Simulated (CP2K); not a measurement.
Two runs for the C K edge of 2-formyloxazole. Run A: CP2K XAS_TDP, all-electron GAPW, PBEh(45%), aug-cc-pVDZ, TDA, no relativity. Run B differs in one setting.

First lines with a strength over 0.0015. A:

```
                     atom  energy (eV)  states  strength, one atom
C2 (bonded to C, O and H)       281.48       1              0.0577
                                286.87       1              0.0119
                                287.06       1              0.0160
                                288.11       1              0.0041
                                288.46       1              0.0027
C3 (bonded to C, N and O)       282.52       1              0.0357
                                285.93       1              0.0269
                                287.28       1              0.0154
                                287.42       1              0.0063
                                287.63       1              0.0295
C5 (bonded to C, N and H)       282.54       1              0.0503
                                283.01       1              0.0064
                                285.42       1              0.0111
                                286.24       1              0.0019
                                286.43       1              0.0030
C6 (bonded to C, O and H)       282.37       1              0.0498
                                285.26       1              0.0076
                                286.09       1              0.0200
                                286.64       1              0.0159
                                287.38       1              0.0030
```

B:

```
                     atom  energy (eV)  states  strength, one atom
C2 (bonded to C, O and H)       281.78       1              0.0578
                                287.16       1              0.0118
                                287.36       1              0.0160
                                288.41       1              0.0039
                                288.76       1              0.0027
C3 (bonded to C, N and O)       282.83       1              0.0358
                                286.24       1              0.0268
                                287.59       1              0.0150
                                287.73       1              0.0063
                                287.93       1              0.0299
C5 (bonded to C, N and H)       282.83       1              0.0504
                                283.30       1              0.0063
                                285.72       1              0.0111
                                286.53       1              0.0019
                                286.72       1              0.0030
C6 (bonded to C, O and H)       282.66       1              0.0498
                                285.55       1              0.0076
                                286.39       1              0.0201
                                286.95       1              0.0158
                                287.67       1              0.0030
```

Question: Which was it: GW2X switched on, the basis, scalar relativity switched on, the functional?

Scalar relativity switched on. Relativity shifts all lines of an element by nearly the same amount and keeps their strengths. Against PBEh(45%) in aug-cc-pVDZ, the leading lines move by +0.30 eV (C2, to 281.78), +0.31 eV (C3, to 282.83), +0.29 eV (C5, to 282.83) and +0.29 eV (C6, to 282.66).

[Banner, clock and machine lines of the logs are left out without a mark of their own.]

[Logs are printed without paths, hosts, clocks, repeated set-up lines and the standing remarks that a program may print on its own settings, such as how far it seeks lower states.]

[Hosts, paths, dates, database ids (printed as entryN), source tags and the programs' standing remarks are cut or masked in the printed files.]
